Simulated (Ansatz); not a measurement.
# WS2 monolayer (2H): from the cell to its phonons, part 2 of 2

How does WS2 monolayer (2H) vibrate, and is this structure a minimum?

Ansatz 0.2.0; DFT LDA, scalar-relativistic, plane waves, PAW.

So far. Step 3 (Relaxing to small forces for the phonons): The largest force component left is 0.048 meV/Å, within the tolerances set. Step 4 (Modes at Γ): Before it was imposed, the acoustic sum rule was missed by 4.8e-4 eV/Å² and the charge sum rule by 9.0e-4 e. Small misses are needed for a sound result but don't prove that mesh and cutoff are converged. The lowest optical mode is real, 299 cm⁻¹.

### Step 5. The dispersion

Stability and thermal properties need the whole zone. Linear response on a 6×6×1 q mesh gives force constants as far as a supercell of that size would, and the tensors from the zone-centre run are typed in so that the long-range dipole term is interpolated apart.

input.yaml reads:

```yaml
crystal:
  lattice:
    - [3.1253343072, 0.0, 0.0]
    - [-1.5626671536, 2.7066189054, 0.0]
    - [0.0, 0.0, 30.0]
  atoms:
    - { symbol: W, position: [0.3333333333, 0.6666666667, 0.3333333333] }
    - { symbol: S, position: [0.6666666667, 0.3333333333, 0.385351374] }
    - { symbol: S, position: [0.6666666667, 0.3333333333, 0.2813152927] }
  periodic: [true, true, false]
kpoints:
  mp_grid: { grid: [12, 12, 1] }
hamiltonian:
  xc: lda
scf:
  occupations: { method: fixed }
output:
  eigenvalues: true
phonons:
  method: dfpt
  qmesh: [6, 6, 1]
  temperatures: { t_max: 1000, t_step: 50 }
  qpath:
    path:
      - [0.0, 0.0, 0.0]
      - [0.5, 0.0, 0.0]
      - [0.33333333, 0.33333333, 0.0]
      - [0.0, 0.0, 0.0]
    npoints: 10
  isolated: true
  non_analytic_term:
    high_frequency_dielectric_tensor: [[3.5765, 0.0, 0.0], [0.0, 3.5765, 0.0], [0.0, 0.0, 1.1706]]
    born_effective_charges:
      - { species: W, tensor: [[-0.7068, 0.0, 0.0], [0.0, -0.7068, 0.0], [0.0, 0.0, -0.0669]] }
      - { species: S, tensor: [[0.3534, 0.0, 0.0], [0.0, 0.3534, 0.0], [0.0, 0.0, 0.0334]] }
      - { species: S, tensor: [[0.3534, 0.0, 0.0], [0.0, 0.3534, 0.0], [0.0, 0.0, 0.0334]] }
    source: "zone-centre run at this cell"
```

Run with:

```console
ansatz run input.yaml --threads 8 --pin off --max-ram 14336MiB --backend cpu --events-out ev --progress --plain --runs-dir out
```

The job ended after 6 min (8 threads of AMD EPYC 7R43, shared host; peak memory 1.7 GiB).

This step gave:

```yaml
sum_rule_residual_before_enforcement: 5.60e-5 eV/Å²
lowest_frequency_on_the_path: 0 cm⁻¹
highest_frequency_on_the_path_or_at_a_solved_wavevector: 442.8 cm⁻¹
mean_frequency: 284.7 cm⁻¹
lowest_mode_on_the_q_mesh_acoustic_modes_at_gamma_apart: 39.59 cm⁻¹
zero_point_energy_per_atom: 52.94 meV
heat_capacity_at_300_k: 21.00 J/(mol atoms K)
vibrational_entropy_at_300_k: 22.72 J/(mol atoms K)
edges_of_the_widest_gap_between_branches_on_path_and_mesh: 186.1, 299.4 cm⁻¹
```

Frequencies (cm⁻¹) solved at each irreducible wavevector; negative means imaginary. Frequencies by wavevector, by row:

```
q in reciprocal lattice units  star  mode 1  mode 2  mode 3  mode 4  mode 5  mode 6  mode 7  mode 8  mode 9
                        0 0 0     1       0       0       0   299.4   299.4   360.8   360.8   421.2   442.8
                   0 0.1667 0     6    39.6    70.5   107.9   307.5   321.1   357.5   359.8   417.4     422
                   0 0.3333 0     6   109.8   117.6   167.6   319.9   350.5   351.8   363.6   381.7     413
                     0 -0.5 0     3   131.4   142.9   180.3   324.9   347.6   352.1     371   373.8   410.5
              0.1667 0.1667 0     6    90.3   120.2     151   320.4   343.8   353.7   359.7   391.6   412.8
              0.1667 0.3333 0    12   136.9   146.4   172.8     335   352.1   352.9   365.3   369.7   405.7
              0.3333 0.3333 0     2   145.5   147.8   186.1   342.4   353.4   356.6   362.4   367.2     398
```

Interpolated from a 6×6×1 q mesh, with the LO-TO term (at Γ the limit along the path; where Γ stands inside the path, tables give the limit on arrival). The phonon branches at the labelled points (cm⁻¹):

```
  point  branch 1  branch 2  branch 3  branch 4  branch 5  branch 6  branch 7  branch 8  branch 9
      Γ         0         0         0       299       299       361       361       421       443
halfway        76        98       145       314       338       354       360       402       415
      M       131       143       180       325       348       352       371       374       410
halfway       144       147       176       338       348       352       368       371       404
      K       146       148       186       342       353       357       362       367       398
halfway        90       120       151       320       344       354       360       392       413
      Γ         0         0         0       299       299       361       361       421       443
```

Tetrahedra on a 24×24×1 mesh, mean over bins of 5 cm-1. Interpolated from a 6×6×1 q mesh. Table of phonon density of states by wavenumber; read off at these points:

```
wavenumber (cm⁻¹)  phonon density of states (1/cm⁻¹/cell)
                2                                 0.00228
               12                                 0.00284
               28                                 0.00406
               38                                 0.00497
               52                                 0.00627
               62                                 0.00728
               72                                 0.00841
               88                                  0.0107
               98                                  0.0129
              108                                  0.0157
              122                                  0.0237
              132                                  0.0410
              148                                  0.0621
              158                                  0.0106
              168                                  0.0204
              178                                  0.0484
              182                                  0.0112
              192                                       0
              202                                       0
              218                                       0
              228                                       0
              242                                       0
              252                                       0
              262                                       0
              278                                       0
              288                                       0
              298                                 0.00107
              312                                  0.0228
              322                                  0.0421
              338                                  0.0258
              348                                  0.0713
              352                                   0.211
              358                                  0.0850
              372                                  0.0703
              382                                  0.0112
              392                                 0.00835
              408                                  0.0558
              412                                  0.0798
              418                                  0.0423
              432                                 0.00487
              442                                 0.00212
```

The partial phonon density of states has structure finer than the step of the table below, so its rows give means over 20 cm⁻¹, whole bins alone (the curve runs from -10 to 466 cm⁻¹). Peaks (cm⁻¹: height): S 352.3: 0.136, 412.2: 0.0617; W 145.7: 0.0459, 175.6: 0.0325, 352.3: 0.0186.

Phonopy on the run's constants, 21x21x1 mesh, Gaussian sigma 3.4 cm-1. Interpolated from a 6×6×1 q mesh. Table of partial phonon density of states by wavenumber; means over each step; values in 1/cm⁻¹/cell:

```
wavenumber (cm⁻¹)        S        W
                0   3.8e-4  0.00105
               20   9.3e-4  0.00249
               40  0.00133  0.00352
               60  0.00193  0.00521
               80  0.00260  0.00720
              100  0.00352   0.0103
              120  0.00539   0.0176
              140  0.00873   0.0370
              160  0.00273   0.0159
              180  0.00338   0.0187
              200   2.7e-5   1.2e-4
              220        0        0
              240        0        0
              260        0        0
              280   6.1e-6        0
              300  0.00924   3.1e-5
              320   0.0323   3.3e-4
              340   0.0446  0.00352
              360    0.102   0.0141
              380   0.0235  0.00498
              400   0.0261  0.00397
              420   0.0296  0.00329
              440  0.00223   7.7e-4
```

Harmonic thermodynamic functions per atom, from the density of states. Interpolated from a 6×6×1 q mesh. Thermodynamic functions, by row:

```
T (K)  F_vib (meV/atom)  S (J/mol-atom/K)  C_V (J/mol-atom/K)
    0             52.94                 0                   0
  100             50.65             5.793               8.782
  200             39.91             14.88               17.39
  300             20.28             22.72                  21
  400             -6.65             29.01               22.58
  500            -39.46             34.15               23.38
  600            -77.14             38.45               23.84
  700              -119             42.15               24.12
  800            -164.3             45.38               24.31
  900            -212.9             48.25               24.43
 1000            -264.3             50.83               24.53
```

Symmetry leaves 7 wavevectors to solve. The lowest mode among them, the acoustic zeros apart, lies at q = (0, 0.167, 0) and is real, 39.6 cm⁻¹.

### Step 6. Isotope substitution, element S, natural mass 32.06 amu

An isotope changes the mass and not the force constants, so no new electronic calculation is needed; the shifts show which modes move this element.

The same force constants with the mass of S changed from 32.060 to 33.968 u (phonopy, no LO-TO term). Both lists are sorted by frequency; levels can cross, so a row need not hold one and the same mode. Modes under 3 cm⁻¹ are left out. Isotope shifts, by row:

```
         q  rank  natural mass (cm⁻¹)  changed mass (cm⁻¹)
     0 0 0     4                299.4                290.9
     0 0 0     5                299.4                290.9
     0 0 0     6                360.8                353.2
     0 0 0     7                360.8                353.2
     0 0 0     8                421.2                409.2
     0 0 0     9                442.8                433.5
0 0.1667 0     1                39.59                39.26
0 0.1667 0     2                70.47                69.93
0 0.1667 0     3                107.9                107.2
0 0.1667 0     4                307.5                298.7
0 0.1667 0     5                321.1                312.3
0 0.1667 0     6                357.5                  350
0 0.1667 0     7                359.8                351.3
0 0.1667 0     8                417.4                  406
0 0.1667 0     9                  422                413.1
0 0.3333 0     1                109.8                108.9
0 0.3333 0     2                117.6                116.7
0 0.3333 0     3                167.6                  167
0 0.3333 0     4                319.9                310.8
0 0.3333 0     5                350.5                342.1
0 0.3333 0     6                351.8                  343
0 0.3333 0     7                363.6                353.6
0 0.3333 0     8                381.7                373.3
0 0.3333 0     9                  413                402.3
  0 -0.5 0     1                131.4                130.5
  0 -0.5 0     2                142.9                  142
  0 -0.5 0     3                180.3                179.7
  0 -0.5 0     4                324.9                315.6
  0 -0.5 0     5                347.6                  340
  0 -0.5 0     6                352.1                342.1
  0 -0.5 0     7                  371                360.6
  0 -0.5 0     8                373.8                365.1
  0 -0.5 0     9                410.5                  400
```

A mode of this element alone would shift by -2.85 %. The highest zone-centre frequency without the field goes from 442.8 to 433.5 cm⁻¹ (-2.1 %). The product of the frequency ratios over all optical modes at Γ is 0.860; the product rule, (m/m′)^(3k/2) (M′/M)^(3/2) with k = 2 such atoms and M the mass of the cell, gives 0.860.

### Step 7. Isotope substitution, element W, natural mass 183.84 amu

The same for W, from 183.84 to 185.95 u.

A mode of this element alone would shift by -0.57 %. The highest zone-centre frequency without the field goes from 442.8 to 442.1 cm⁻¹ (-0.1 %). The product of the frequency ratios over all optical modes at Γ is 0.996; the product rule, (m/m′)^(3k/2) (M′/M)^(3/2) with k = 1 such atoms and M the mass of the cell, gives 0.996.

### Step 8. Results

- space group after relaxation (within 0.01 Å): P-6m2
- area per atom: 2.82 Å²
- gap on the k-mesh: 1.99 eV
- highest optical mode at the zone centre (no LO-TO term): 443 cm⁻¹
- lowest optical zone-centre mode: 299 cm⁻¹
- largest Born charge (third of the trace): -0.493 e
- lowest mode on the q mesh (acoustic modes at Γ apart): 39.6 cm⁻¹
- highest frequency on the path or at a solved wavevector: 443 cm⁻¹
- zero-point energy per atom: 52.9 meV
- heat capacity at 300 K: 21.0 J/(mol atoms K)
- vibrational entropy at 300 K: 22.7 J/(mol atoms K)
- imaginary modes on the 6×6×1 q mesh: none

The structure is a minimum as far as tested: no mode is imaginary at the 7 irreducible wavevectors of the 6×6×1 mesh, and the softest away from the acoustic zeros lies at 40 cm⁻¹. Without the field, the optical modes at Γ span 299 to 443 cm⁻¹. The highest mode in this list at Γ, 442.8 cm⁻¹, is mostly motion of S (74 % of the kinetic energy). The strongest infrared line is at 361 cm⁻¹. Averaged over orientations, the strongest Raman line at 532 nm and 300 K is at 361 cm⁻¹. The tensors are the static, non-resonant ones, while 532 nm light (2.33 eV) lies above the computed gap. On the path and the mesh, the widest gap between branches runs from 186 to 299 cm⁻¹. In a sheet or slab the interpolated bending branch near Γ is rough, since the rotational sum rule isn't imposed. Dielectric tensors refer to the cell with its vacuum. The program warns that the interpolation holds no quadrupole term, so branches close to Γ can be off in this crystal. Spin-orbit coupling is left out, which can matter for the heavy elements here. The starting cell was built on a prototype and not taken from a measurement. These are harmonic frequencies at zero temperature: anharmonic shifts, linewidths and thermal expansion are left out.

[Logs are printed without paths, hosts, clocks, repeated set-up lines and the standing remarks that a program may print on its own settings, such as how far it seeks lower states.]

[Hosts, paths, dates, database ids (printed as entryN), source tags and the programs' standing remarks are cut or masked in the printed files.]
